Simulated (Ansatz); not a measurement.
Two G0W0 runs on H2CClF (P2_1).

```xyz
10
Lattice="5.0206 0.0000 0.0000 0.0000 4.1477 0.0000 -2.1143 0.0000 6.4288" Properties=species:S:1:pos:R:3 pbc="T T T"
H     1.1038    1.6237    0.9990
H     1.8025    3.6976    5.4298
H     2.2929    0.4474    1.7413
H     0.6134    2.5212    4.6876
C     1.3264    0.5840    1.2492
C     1.5799    2.6579    5.1796
Cl    0.0566    0.0103    2.3676
Cl    2.8497    2.0841    4.0612
F     1.2960    3.9730    0.0956
F     1.6103    1.8991    6.3332
```

Geometry: measured cell, ions relaxed with PBE. The runs that relaxed it are not among those shown.

The first (Ansatz 0.2.0; start PBE with 20 % screened exact exchange, 4×4×2 mesh, 558 empty bands, screening to 150 eV, PAW set soft_1 files; 1 × NVIDIA H100 80GB HBM3 (shared by 6 runs) with 2 threads of AMD EPYC 7R13 (Zen 3), shared host) gave, on its mesh: starting gap 7.40 eV, G0W0 gap 10.54 eV, RPA ε∞ (mean) 1.98, 1.7 min.

The second changes start from PBE with 20 % screened exact exchange to PBE with 35 % screened exact exchange. What does it give?

It gave: starting gap 8.46 eV, G0W0 gap 10.86 eV, RPA ε∞ (mean) 1.89, 1.7 min. The G0W0 gap moves by +0.32 eV, +1.05 eV from the start and −0.74 eV from the correction.

Limits: not at the basis limit; coarse k mesh.

[Paths, hosts, dates, memory and timing lines, banners, echoed tables and standing remarks are left out of the program output.]

[Logs are printed without paths, hosts, clocks, repeated set-up lines and the standing remarks that a program may print on its own settings, such as how far it seeks lower states.]

[Runs of the session that timed out or met a known fault of the program may be left out.]

[Cells called generated may have been cut or substituted from an entry of the Crystallography Open Database or the Materials Project.]

[Hosts, paths, dates, database ids (printed as entryN), source tags and the programs' standing remarks are cut or masked in the printed files.]
